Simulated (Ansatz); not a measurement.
## How Zr(0001) screens a field

Wanted: the response of a Zr(0001) slab to a perpendicular field.

Calculated with Ansatz 0.2.0; plane-wave DFT, r2SCAN, Ansatz PAW.

Report form: the programs' logs are mostly left out.

## Step 1: The starting structure

The cell holds 5 atoms: 5 Zr. Cell: a = 3.230 Å, b = 3.230 Å, c = 28.291 Å, α = 90.0°, β = 90.0°, γ = 60.0°. Vacuum lies along c.

## Step 2: Single point, field 0

A sawtooth potential applies the field, turning back in the middle of the vacuum. With the dipole correction the typed value is the field outside the slab. The induced dipole is small, so the SCF threshold is tight.

input.yaml

```yaml
crystal:
  lattice:
    - [3.23, 0.0, 0.0]
    - [1.615, 2.7972620542, 0.0]
    - [0.0, 0.0, 28.29078]
  atoms:
    - { symbol: Zr, position: [0.0, 0.0, 0.3181248449] }
    - { symbol: Zr, position: [0.6666666667, 0.6666666667, 0.4090624225] }
    - { symbol: Zr, position: [0.0, 0.0, 0.5] }
    - { symbol: Zr, position: [0.6666666667, 0.6666666667, 0.5909375775] }
    - { symbol: Zr, position: [0.0, 0.0, 0.6818751551] }
kpoints:
  mp_grid: { grid: [18, 18, 1] }
hamiltonian:
  xc: r2scan
scf:
  occupations: { method: fermi_dirac, width: 0.1 }
  convergence: { dr2_threshold: 1.0e-10 }
efield:
  axis: 3
  dipole_correction: true
  ramp_position: 0.97
  ramp_width: 0.06
  amplitude: 0
output:
  forces: true
  write_potential: true
  write_density: true
  volumetric_format: npy
```

Run with:

```
$ ansatz run input.yaml --threads 4 --pin off --max-ram 6144MiB --backend cpu --events-out ev --progress --plain --runs-dir out
```

Elapsed: 28 s, on 4 threads of Arm Neoverse V2, shared host; peak memory 1.2 GiB.

Numbers from this step:

| Quantity | Value |
| --- | --- |
| energy at zero smearing | -20973.0255 eV |
| work function, upper face | 4.283 eV |
| dipole along the normal | -6.09e-8 e·Å |

Running mean over 2.573 Å of the planar mean; the ramp of the sawtooth is left out. The electron's electrostatic potential energy less the Fermi level by z:

| z (Å) | electron's electrostatic potential energy less the Fermi level (eV) |
| --- | --- |
| 4 | 4.28 |
| 5 | 4.25 |
| 6 | 4.01 |
| 7 | 2.17 |
| 8 | -5.16 |
| 9 | -8.49 |
| 10 | -8.35 |
| 11 | -8.34 |
| 12 | -8.43 |
| 13 | -8.44 |
| 14 | -8.41 |
| 15 | -8.43 |
| 16 | -8.45 |
| 17 | -8.36 |
| 18 | -8.32 |
| 19 | -8.51 |
| 20 | -6.98 |
| 21 | 0.570 |
| 22 | 3.78 |
| 23 | 4.22 |
| 24 | 4.28 |
| 25 | 4.28 |

Force by atom:

| atom | x (eV/Å) | y (eV/Å) | z (eV/Å) | size |
| --- | --- | --- | --- | --- |
| Zr1 | 0.000 | 0.000 | 0.460 | 0.460 |
| Zr2 | 0.000 | 0.000 | -0.628 | 0.628 |
| Zr3 | 0.000 | 0.000 | 0.000 | 0.000 |
| Zr4 | 0.000 | 0.000 | 0.628 | 0.628 |
| Zr5 | 0.000 | 0.000 | -0.460 | 0.460 |

The work function of the upper face is 4.28 eV.

## Step 3: Atoms held, field 0.05 V/Å

input.yaml: that of step 2 with these lines changed.

```diff
@@ -23,3 +23,3 @@
   ramp_width: 0.06
-  amplitude: 0
+  amplitude: 0.05
 output:
```

It took 28 s on 4 threads; peak memory 1.1 GiB; 1.8 min of CPU time.

The dipole is 0.0381 e·Å.

## Step 4: Atoms held, field -0.05 V/Å

input.yaml: that of step 3 with these lines changed.

```diff
@@ -23,3 +23,3 @@
   ramp_width: 0.06
-  amplitude: 0.05
+  amplitude: -0.05
 output:
```

Run time: 28 s. Hardware: 4 threads; peak memory 1.1 GiB.

The dipole is -0.0381 e·Å.

## Step 5: Single point, field 0.1 V/Å

input.yaml: that of step 4 with these lines changed.

```diff
@@ -23,3 +23,3 @@
   ramp_width: 0.06
-  amplitude: -0.05
+  amplitude: 0.1
 output:
```

Elapsed: 31 s, on 4 threads; peak memory 1.1 GiB.

The dipole is 0.0762 e·Å.

## Step 6: Single point, field -0.1 V/Å

input.yaml: that of step 5 with these lines changed.

```diff
@@ -23,3 +23,3 @@
   ramp_width: 0.06
-  amplitude: 0.1
+  amplitude: -0.1
 output:
```

Wall time 31 s (4 threads); peak memory 1.1 GiB; 2.1 min of CPU time.

The dipole is -0.0762 e·Å.

## Step 7: Atoms held, field 0.2 V/Å

input.yaml: that of step 6 with these lines changed.

```diff
@@ -23,3 +23,3 @@
   ramp_width: 0.06
-  amplitude: -0.1
+  amplitude: 0.2
 output:
```

Run time: 32 s. Hardware: 4 threads; peak memory 1.2 GiB; 2.1 min of CPU time.

The dipole is 0.153 e·Å.

## Step 8: Atoms held, field -0.2 V/Å

input.yaml: that of step 7 with these lines changed.

```diff
@@ -23,3 +23,3 @@
   ramp_width: 0.06
-  amplitude: 0.2
+  amplitude: -0.2
 output:
```

Elapsed: 31 s, on 4 threads; peak memory 1.1 GiB.

The dipole is -0.153 e·Å.

## Step 9: Atoms held, field 0.4 V/Å

input.yaml: that of step 8 with these lines changed.

```diff
@@ -23,3 +23,3 @@
   ramp_width: 0.06
-  amplitude: -0.2
+  amplitude: 0.4
 output:
@@ -29 +29,2 @@
   volumetric_format: npy
+  elf: true
```

Elapsed: 45 s, on 4 threads; peak memory 1.2 GiB; 3 min of CPU time.

Running mean over 2.573 Å of the planar mean, with the applied field; the ramp of the sawtooth is left out. The electron's electrostatic potential energy less the Fermi level by z:

```csv
z (Å),electron's electrostatic potential energy less the Fermi level (eV)
4,3.31
5,3.67
6,3.76
7,2.13
8,-5.14
9,-8.49
10,-8.35
11,-8.34
12,-8.43
13,-8.44
14,-8.41
15,-8.43
16,-8.45
17,-8.36
18,-8.32
19,-8.52
20,-7.00
21,0.591
22,3.99
23,4.76
24,5.20
25,5.60
```

The dipole is 0.305 e·Å.

## Step 10: The response

This step: plane-wave DFT, r2SCAN, Ansatz PAW; screening of a field by a metal slab (Ansatz 0.2.0).

The dipoles give the slope, and the difference of two potentials shows where the field is screened.

Numbers from this step:

| Item | Value |
| --- | --- |
| equivalent conductor thickness p/(ε₀AE) | 15.27 Å |
| distance between the outer atoms | 10.29 Å |
| inner field over outer field | 0.001697 |
| image plane, upper face | 2.458 Å |
| induced electrons on the upper face over ε₀E | -1.003 |
| image plane, lower face | 2.458 Å |
| induced electrons on the lower face over ε₀E | 1.003 |

Dipole of the cell against applied field:

```
applied field (V/Å)  dipole of the cell (e·Å)
             -0.200                    -0.153
             -0.100                   -0.0762
             -0.050                   -0.0381
              0.000                         0
              0.050                    0.0381
              0.100                    0.0762
              0.200                     0.153
              0.400                     0.305
```

Local field over the applied field, running mean. From the potentials at -0.05 and 0.05 V/Å; running mean over 2.573 Å. Table of local field over applied field by z:

```
z (Å)  local field over applied field
  4.5                           0.974
  5.0                           0.941
  5.5                           0.874
  6.0                           0.752
  6.5                           0.567
  7.0                           0.348
  7.5                           0.163
  8.0                          0.0350
  8.5                         -0.0379
  9.0                         -0.0535
  9.5                         -0.0225
 10.0                         0.00187
 10.5                          2.1e-4
 11.0                        -0.00689
 11.5                        -0.00476
 12.0                          3.5e-4
 12.5                         0.00258
 13.0                         0.00185
 13.5                         0.00126
 14.0                         0.00227
 14.5                         0.00183
 15.0                         0.00131
 15.5                         0.00222
 16.0                         0.00224
 16.5                        -0.00172
 17.0                        -0.00648
 17.5                        -0.00472
 18.0                         0.00271
 18.5                        -0.00426
 19.0                         -0.0384
 19.5                         -0.0544
 20.0                         -0.0136
 20.5                          0.0821
 21.0                           0.233
 21.5                           0.440
 22.0                           0.651
 22.5                           0.810
 23.0                           0.907
 23.5                           0.958
 24.0                           0.982
```

Electrons, planar mean, per unit field. Induced electron density against z:

z (Å), induced electron density (e/Å³ per V/Å) and a bar from the least value:
```
        5    0.00029 #################
        6    0.00136 #####################
        7    0.00366 ##############################
        8    0.00114 ####################
        9   -0.00081 ############
       10    0.00033 #################
       11   -0.00019 ###############
       12    0.00000 ################
       13   -0.00007 ###############
       14    0.00002 ################
       15   -0.00003 ###############
       16   -0.00004 ###############
       17    0.00006 ################
       18   -0.00001 ################
       19    0.00019 ################
       20    0.00146 #####################
       21   -0.00396 
       22   -0.00197 ########
       23   -0.00047 ##############
       24   -0.00008 ###############
```

By hand: between -0.05 and 0.05 V/Å the dipole changes by 0.07624 e·Å, a slope of 0.7624 e·Å²/V. A perfect conductor of thickness t has p = ε₀AEt, so t = 180.95 × 0.7624 / 9.035 = 15.27 Å (e/ε₀ = 180.95 V·Å, A in Å²). Less the 10.29 Å between the outer atoms, and halved, that puts each image plane 2.49 Å out.

The induced dipole is that of a conductor 15.27 Å thick.

## Step 11: The same run with other settings: efield.amplitude = 0.02

This step: plane-wave DFT, r2SCAN, Ansatz PAW (Ansatz 0.2.0).

A run with a changed input: it repeats the earlier run at 0.05 V/Å with efield.amplitude from 0.05 to 0.02.

input.yaml: that of step 9 with these lines changed.

```diff
@@ -23,3 +23,3 @@
   ramp_width: 0.06
-  amplitude: 0.4
+  amplitude: 0.02
 output:
@@ -29,2 +29 @@
   volumetric_format: npy
-  elf: true
```

The job ended after 28 s (4 threads; peak memory 1.1 GiB).

This step gave:

* energy at zero smearing: -20973.0257 eV
* dipole along the normal: 0.01525 e·Å

Force by atom:

```
atom  x (eV/Å)  y (eV/Å)  z (eV/Å)   size
 Zr1     0.000     0.000     0.460  0.460
 Zr2     0.000     0.000    -0.628  0.628
 Zr3     0.000     0.000     0.000  0.000
 Zr4     0.000     0.000     0.628  0.628
 Zr5     0.000     0.000    -0.460  0.460
```

```
                     quantity  this run  earlier run  difference
dipole along the normal (e·Å)   0.01525      0.03812      -0.023
```

The applied field differs, and the slope found earlier predicts a dipole of 0.0152 e·Å; this run gives 0.0153 e·Å, in line with it.

## Step 12: The same run with other settings: scf.lower_state_search = "light" and basis.xc_grid = 4

Another changed input: it repeats the earlier run at 0.05 V/Å with scf.lower_state_search to light and basis.xc_grid to 4.

input.yaml: that of step 11 with these lines changed.

```diff
@@ -18,2 +18,3 @@
   convergence: { dr2_threshold: 1.0e-10 }
+  lower_state_search: light
 efield:
@@ -23,3 +24,3 @@
   ramp_width: 0.06
-  amplitude: 0.02
+  amplitude: 0.05
 output:
@@ -29 +30,3 @@
   volumetric_format: npy
+basis:
+  xc_grid: 4
```

The job ended after 27 s (4 threads; peak memory 1.1 GiB; 1.8 min of CPU time).

This step gave:

- energy at zero smearing: -20973.0265 eV
- dipole along the normal: 0.03812 e·Å

Force by atom:

```
atom  x (eV/Å)  y (eV/Å)  z (eV/Å)   size
 Zr1     0.000     0.000     0.460  0.460
 Zr2     0.000     0.000    -0.628  0.628
 Zr3     0.000     0.000    -0.001  0.001
 Zr4     0.000     0.000     0.628  0.628
 Zr5     0.000     0.000    -0.460  0.460
```

| quantity | this run | earlier run | difference |
| --- | --- | --- | --- |
| dipole along the normal (e·Å) | 0.03812 | 0.03812 | 0 |

The dipole moves by under 0.5 % or 5e-5 e·Å.

## Step 13: Outcome

| Item | Value |
| --- | --- |
| work function | 4.28 eV |
| image plane, upper face | 2.46 Å |
| induced electrons on the upper face over ε₀E | -1.00 |
| equivalent conductor thickness p/(ε₀AE) | 15.3 Å |
| inner field over outer field | 0.00170 |

The induced charge has its centre 2.46 Å outside the outermost atoms; this is the plane from which a capacitor's gap or an image potential counts. The equivalent conductor thickness exceeds the distance between the outer atoms by 4.98 Å, about the sum of the two image-plane distances. In the middle of the slab the field is screened to under 0.5 % of its outer value. The atoms are held at bulk positions with the tabulated experimental lattice constant.

[Logs are printed without paths, hosts, clocks, repeated set-up lines and the standing remarks that a program may print on its own settings, such as how far it seeks lower states.]

[Hosts, paths, dates, database ids (printed as entryN), source tags and the programs' standing remarks are cut or masked in the printed files.]

[Maps of the electrostatic potential energy from Ansatz leave out the sawtooth potential of an applied field or a dipole correction, so their vacuum need not be flat; planar profiles and work functions include it.]
